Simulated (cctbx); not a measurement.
**Symmetry from intensities**

Cell: a = 9.3010 Å, b = 8.9670 Å, c = 18.6764 Å, α = 90.00°, β = 118.87°, γ = 90.00°. Expected content of the cell: Te12 Rb12 Al4.

The data are simulated with cctbx, not measured: Mo Kα, λ = 0.71073 Å, to d = 0.65 Å, 95 % of the full sphere, strongest reflection 5000 counts, noise from counting, a 2 % proportional error and a noise floor of 8 counts (s.d.); no absorption, some extinction.

Tests on the unmerged data give:

```text
19701 reflections to d = 0.650 A
centring   violations  <I/sigma> of those
    A       3563 of  9871      4.1
    B       4079 of  9835      4.8
    C       4094 of  9842      4.8
    I       4109 of  9823      4.9
    R       5487 of 13146      4.9
    F       5868 of 14774      4.6
Laue class    unique    Rint  (classes that these axes allow; Friedel mates merged)
P -1            10365   0.074
P 1 2/m 1        5487   0.089
space group    extra absences  I>4sigma  <I/sigma>
P 1 2 1                 0          0         -  acentric
P 1 21 1               13          0      -0.2  acentric
P 1 m 1                 0          0         -  acentric
P 1 c 1               534          0      -0.0  acentric
P 1 2/m 1               0          0         -  centric
P 1 21/m 1             13          0      -0.2  centric
P 1 2/c 1             534          0      -0.0  centric
P 1 21/c 1            547          0      -0.1  centric
Wilson B = 0.86 A^2   <|E^2-1|> = 0.930 (0.968 centric, 0.736 acentric)   E^2>4: 4.0 %
shell (A)         n   <I/sigma>
16.36 - 1.30    719     14.6
 1.30 - 1.03    695     12.3
 1.03 - 0.90    685      9.3
 0.90 - 0.82    683      7.7
 0.82 - 0.76    678      6.8
 0.76 - 0.72    662      5.4
 0.72 - 0.68    689      5.7
 0.68 - 0.65    676      4.4
```

Q: Read the symmetry from these tables.

Every centring test has many violations, so the lattice is primitive.

Rint stays low (0.074 to 0.089) up to P 1 2/m 1, the highest class in these axes.

8 settings pass the absence test. The most absences obeyed, 547, belong to P 1 21/c 1 alone.

⟨|E²−1|⟩ = 0.930 leans to a centrosymmetric structure. The Wilson B of 0.86 Å² means U ≈ 0.0109 Å².

The true group is P2_1/c (no. 14), Laue class 2/m, centrosymmetric. The tables fix it.

This is a model crystal, built by substitution and not relaxed, with assumed displacement parameters.

[Logs are printed without paths, hosts, clocks, repeated set-up lines and the standing remarks that a program may print on its own settings, such as how far it seeks lower states.]
